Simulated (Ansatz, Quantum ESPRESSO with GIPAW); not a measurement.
## Al2O3 (Corundum): NMR parameters from first principles

Wanted: NMR shieldings and quadrupolar couplings for each site of Al2O3 (Corundum).

What was measured: 27Al quadrupolar coupling 2.38 MHz and 27Al asymmetry η_Q 0, in “\it Ab initio 27Al NMR chemical shifts and quadrupolar parameters for Al2O3 phases and their precursors” (2011; arXiv:1110.0231), quoting earlier work. 27Al quadrupolar coupling 2.4 MHz, in “NMR spectroscopy of electroceramics – Applications to lead-free perovskite oxides” (Groszewicz, Open Ceramics 5, 100083, 2021), quoting earlier work. 17O quadrupolar coupling 2.17 MHz, in “Synthesis and multinuclear magnetic resonance studies of some nitrogen-containing ceramic phases” (Leach, Durham University PhD thesis, 1990), quoting earlier work. Signs of C_Q are not measured.

Calculated with Quantum ESPRESSO with GIPAW 8.0dev (patched build); DFT, PBE, plane-wave PAW (pslibrary 1.0.0 recipes), scalar-relativistic, GIPAW; a patched development version of the program.

Report form: the programs' logs are mostly left out.

### Step 1. The starting structure

Symmetry: R-3c, No. 167, trigonal system. Conventional cell: a = 4.760 Å, b = 4.760 Å, c = 12.996 Å, α = 90.00°, β = 90.00°, γ = 120.00°. Nearest to Al lie 6 O at 1.85 to 1.97 Å. Nearest to O lie 4 Al at 1.85 to 1.97 Å. Farther neighbours and most contacts between anions are not listed.

Structure file:

```cif
data_structure
_symmetry_space_group_name_H-M 'R-3c:H'
_symmetry_Int_Tables_number 167
_cell_length_a 4.7605
_cell_length_b 4.7605
_cell_length_c 12.9956
_cell_angle_alpha 90.000
_cell_angle_beta 90.000
_cell_angle_gamma 120.000
_cell_volume 255.05
loop_
_atom_site_label
_atom_site_type_symbol
_atom_site_symmetry_multiplicity
_atom_site_Wyckoff_symbol
_atom_site_fract_x
_atom_site_fract_y
_atom_site_fract_z
_atom_site_occupancy
Al1 Al 12 c 0.66667 0.33333 0.18549 1
O1 O 18 e 0.97335 0.64001 0.08333 1
```

The cell is an entry of the Crystallography Open Database.

### Step 2. Self-consistent run

First the ground state. The response equations take the occupied wavefunctions as exact, so conv_thr is set much tighter than for an energy. No empty states are asked for: the response is solved without them. The mesh has a spacing of 0.40 Å⁻¹ at most. The PAW files were made with ld1.x from the pslibrary 1.0.0 recipes, with GIPAW reconstruction switched on.

Input file scf.in:

```
&control
  calculation = 'scf'
  prefix = 'x'
  outdir = './tmp/'
  pseudo_dir = './'
/
&system
  ibrav = 0
  nat = 10
  ntyp = 2
  ecutwfc = 55
  ecutrho = 330
  nbnd = 24
/
&electrons
  conv_thr = 1.0d-10
  mixing_beta = 0.7
  electron_maxstep = 100
/
ATOMIC_SPECIES
  Al 26.982 Al.pbe-n-kjpaw_psl.1.0.0-gipaw.UPF
  O 15.999 O.pbe-n-kjpaw_psl.1.0.0-gipaw.UPF
CELL_PARAMETERS angstrom
  2.38025000 1.37423798 4.33186667
  -2.38025000 1.37423798 4.33186667
  0.00000000 -2.74847596 4.33186667
ATOMIC_POSITIONS crystal
  Al 0.85216000 0.85216000 0.85216000
  Al 0.64784000 0.64784000 0.64784000
  Al 0.14784000 0.14784000 0.14784000
  Al 0.35216000 0.35216000 0.35216000
  O 0.05668000 0.75000000 0.44332000
  O 0.75000000 0.44332000 0.05668000
  O 0.44332000 0.05668000 0.75000000
  O 0.94332000 0.25000000 0.55668000
  O 0.25000000 0.55668000 0.94332000
  O 0.55668000 0.94332000 0.25000000
K_POINTS automatic
  4 4 4 0 0 0
```

Launch:

```
$ mpirun -np 4 pw.x -nk 4 -in scf.in > scf.out
```

Elapsed: 73 s, on 4 MPI ranks of Intel Xeon at 2.60GHz (Ice Lake), shared host; peak memory 0.62 GiB.

It converged in 36 cycles to an estimated accuracy of 3e-11 Ry, on 13 irreducible k-points.

### Step 3. GIPAW: job nmr

The job finds the current that a weak uniform field induces (applied as a long wave, q_gipaw) and the field that this current makes at each nucleus. On atoms with p or d valence electrons much of the paramagnetic part arises close to the nucleus, where the PAW partial waves rebuild the true states. pawproj makes the reconstruction use the PAW data sets' own projectors.

Input file nmr.in:

```
&inputgipaw
  job = 'nmr'
  prefix = 'x'
  tmp_dir = './tmp/'
  restart_mode = 'from_scratch'
  verbosity = 'low'
  q_gipaw = 0.01
  spline_ps = .true.
  conv_threshold = 1.0d-11
  use_nmr_macroscopic_shape = .false.
  pawproj(1) = .true.
  pawproj(2) = .true.
/
```

Launch:

```
$ mpirun -np 4 gipaw.x -in nmr.in > nmr.out
```

Run time: 3.3 min. Hardware: 4 MPI ranks; peak memory 0.38 GiB.

The f-sum rule is met to 0.0071 of 46.1 (0.02 %). Converged shieldings require that this miss be small, but a small miss does not prove them. gipaw.x warns that with these symmetry operations the susceptibility and the shape term are unreliable; the other terms are not touched.

From the symmetric part of each tensor, with principal values σ11 ≤ σ22 ≤ σ33: σ_iso is their mean, the span is σ33 − σ11 and the skew 3(σ_iso − σ22)/span. (gipaw.x prints an anisotropy in another convention.)

```csv
site,atom no.,atoms in cell,σ_iso (ppm),span (ppm),skew
Al,1,4,533.1,12.0,-1.00
O,5,6,168.3,7.4,-0.35
```

The macroscopic shape term is switched off. For a spherical sample the valence susceptibility of this run would add about 10 ppm to every site, a rough estimate, since the susceptibility converges slowly and lacks part of the PAW terms, above all in hexagonal and trigonal cells. Differences within the crystal don't depend on it, but shieldings of different compounds can't be compared to better than a few ppm without it.

An axis of order three or more runs through Al, so two principal values coincide and the skew is ±1. In this run the largest span is that of Al (site symmetry 3), with principal values 525.1, 537.1 and 537.1 ppm.

How the isotropic values are made up (ppm). The core part is that of the free atom's core; bare is the current of the smooth valence states; the last two are what the PAW spheres add to the diamagnetic and the paramagnetic current:

```
site   core   bare  reconstruction, dia  reconstruction, para
  Al  766.8  -20.2                  2.2                -215.7
   O  271.1   45.3                 18.1                -166.1
```

### Step 4. Quadrupolar couplings

27Al and 17O have a quadrupole moment, which couples to the field gradient and broadens the lines. The gradient is a property of the ground-state density and needs no response; it is taken from a second code that counts the whole PAW charge. C_Q = eQV_zz/h, with Q = 0.1466 barn for 27Al, -0.02558 barn for 17O.

This step: DFT, PBE, plane-wave PAW, default files (PAW set soft_2), scalar-relativistic, field gradients (Ansatz 0.2.0), on the same atoms.

Input file input.yaml:

```yaml
crystal:
  lattice:
    - [2.38025, 1.3742379782, 4.3318666667]
    - [-2.38025, 1.3742379782, 4.3318666667]
    - [0.0, -2.7484759565, 4.3318666667]
  atoms:
    - { symbol: Al, position: [0.85216, 0.85216, 0.85216] }
    - { symbol: Al, position: [0.64784, 0.64784, 0.64784] }
    - { symbol: Al, position: [0.14784, 0.14784, 0.14784] }
    - { symbol: Al, position: [0.35216, 0.35216, 0.35216] }
    - { symbol: O, position: [0.05668, 0.75, 0.44332] }
    - { symbol: O, position: [0.75, 0.44332, 0.05668] }
    - { symbol: O, position: [0.44332, 0.05668, 0.75] }
    - { symbol: O, position: [0.94332, 0.25, 0.55668] }
    - { symbol: O, position: [0.25, 0.55668, 0.94332] }
    - { symbol: O, position: [0.55668, 0.94332, 0.25] }
kpoints:
  mp_grid: { grid: [4, 4, 4] }
scf:
  occupations: { method: fixed }
hamiltonian:
  xc: pbe
  pseudopotentials: { kind: paw, frozen_core: stored }
output:
  forces: false
  stress: false
  efg: { quadrupole_moments_barn: { Al: 0.1466, O: -0.02558 } }
```

Launch:

```
$ ansatz run input.yaml --threads 4 --pin off --max-ram 8192MiB --backend cpu --events-out ev --progress --plain --runs-dir out
```

It took 0.5 s on 4 threads; peak memory 0.38 GiB.

Among nuclei of half-integer spin the second-order effect is largest for 17O on O (spin 5/2, C_Q 2.47 MHz): at 9.4 T it moves the centre of gravity of the MAS line by -14 ppm from δ_iso, and by a quarter of that at twice the field, by δ_Q = −(3/40)(C_Q/ν0)²(1 + η²/3)[I(I+1) − 3/4]/[I²(2I−1)²] × 10⁶ ppm with ν0 = 54.3 MHz.

### Step 5. From shieldings to shifts

Covalently bonded atoms count as neighbours within 1.18 times the sum of their radii. Otherwise a cation's neighbours lie within 1.2 times its shortest bond (1.3 for large cations, each anion's radius taken off where they differ), and an anion's are the cations that count it.

```csv
site,atom no.,atoms in cell,surroundings,bonds (Å),σ_iso (ppm),C_Q (MHz),η_Q
Al,1,4,AlO6,1.85 to 1.97,533.1,2.10,0.00
O,5,6,bound to Al4,1.85 to 1.97,168.3,2.47,0.51
```

Simulated spectrum: 17O fast MAS, 9.4 T (54.3 MHz), central transition to second order, lines broadened by 1.5 ppm; the axis counts ppm from the isotropic position of O, as −Δσ; rigid lattice, with dipolar and J couplings and satellite transitions left out.

offset (ppm), intensity and a bar:
```
      6.2       0.00 
      4.8       0.00 
      3.3       0.00 
      1.9       0.01 
      0.6       0.02 
     -0.8       0.15 #####
     -2.2       0.41 ############
     -3.6       0.46 ##############
     -5.0       0.51 ###############
     -6.4       0.57 #################
     -7.7       0.66 ####################
     -9.1       0.83 #########################
    -10.1       0.96 #############################
    -10.6       0.94 ############################
    -12.0       0.77 #######################
    -13.3       0.72 ######################
    -14.7       0.73 ######################
    -16.1       0.82 ########################
    -17.5       1.00 ##############################
    -18.9       0.60 ##################
    -20.3       0.43 #############
    -21.6       0.38 ###########
    -23.0       0.34 ##########
    -24.5       0.30 #########
    -25.9       0.18 #####
    -27.2       0.11 ###
    -28.6       0.10 ###
    -30.0       0.09 ###
    -31.3       0.08 ##
    -32.8       0.03 #
    -34.2       0.00 
    -35.5       0.00 
    -36.9       0.00 
    -38.4       0.00 
    -39.7       0.00
```

Most prominent maxima (ppm: height): -10.1: 0.96, -17.5: 1.00.

### Step 6. Other settings and structures

Each row names what was changed: another mesh tests the sampling of the zone; another functional shows how far the paramagnetic term hangs on the exchange-correlation form; another cutoff tests the basis.

Changes of σ_iso (ppm) against the run above (PBE, cutoffs 55 and 330 Ry, mesh 4×4×4, 18 min). Times are CPU times of pw.x and gipaw.x together, on 4 MPI ranks of Intel Xeon at 2.60GHz (Ice Lake), shared host; on a shared host they are rough.

| run | CPU time | f-sum miss | Al | O |
| --- | --- | --- | --- | --- |
| mesh 5×5×5 | 25 min | 0.0032 | +0.1 | +0.7 |
| LDA | 16 min | 0.0072 | -12.4 | -15.1 |
| cutoffs 40 and 330 Ry (coarse on purpose) | 12 min | 0.044 | +0.1 | -0.3 |

The largest move is -15.1 ppm, on O, from LDA.

### Step 7. Calculated and measured

| quantity | site | measured | calculated | difference |
| --- | --- | --- | --- | --- |
| 27Al quadrupolar coupling (MHz) | Al | 2.38 | 2.10 | -0.28 |
| 27Al asymmetry η_Q () | Al | 0 | 0.00 | +0.00 |
| 27Al quadrupolar coupling (MHz) | Al | 2.4 | 2.10 | -0.30 |
| 17O quadrupolar coupling (MHz) | O | 2.17 | 2.47 | +0.30 |

### Step 8. What came out

* 27Al shielding without shape term: 533.1 ppm
* 27Al size of C_Q: 2.10 MHz
* 17O shielding without shape term: 168.3 ppm
* 17O size of C_Q: 2.47 MHz

In words: 27Al has one site (AlO6), with isotropic shielding 533.1 ppm (shape term left out) and C_Q 2.10 MHz. A shift needs a reference, δ = σ_ref − σ, fixed on measured compounds; for 27Al of this kind at this level too few were at hand, or they scattered too widely about a line, so none is given. The couplings are off by up to 13.9 %. The cause was not traced; the calculation is for static atoms, and field gradients are sensitive to small errors of the structure. Going to mesh 5×5×5 changes no isotropic shielding by more than 0.74 ppm, so the main run is converged in that respect. A higher cutoff was not carried through on these files. The cheaper run with cutoffs 40 and 330 Ry takes about 65 % of the time and is off by 0.067 ppm on Al, and by 0.31 ppm at most. The largest change with the functional is 15.1 ppm in absolute shielding; part of that drops out once each functional has its own reference line. In PBE checks against another PAW code, field gradients made this way came out (cores as stored) 4 to 9 % larger on O (three silicas and corundum) and 6 % smaller on Al (corundum alone). This build of gipaw.x prints that it is not audited and that its numbers are no references by themselves. It also reports spline_ps as false although the input sets it; why was not traced. pw.x warned of eigenvalues not converged in some cycles of 1 ground-state run, which then met the threshold.

[Logs are printed without paths, hosts, clocks, repeated set-up lines and the standing remarks that a program may print on its own settings, such as how far it seeks lower states.]

[Hosts, paths, dates, database ids (printed as entryN), source tags and the programs' standing remarks are cut or masked in the printed files.]

[Where no reference line passes its bar on scatter, no shift is given, so a measured shift of this compound may stand uncompared.]
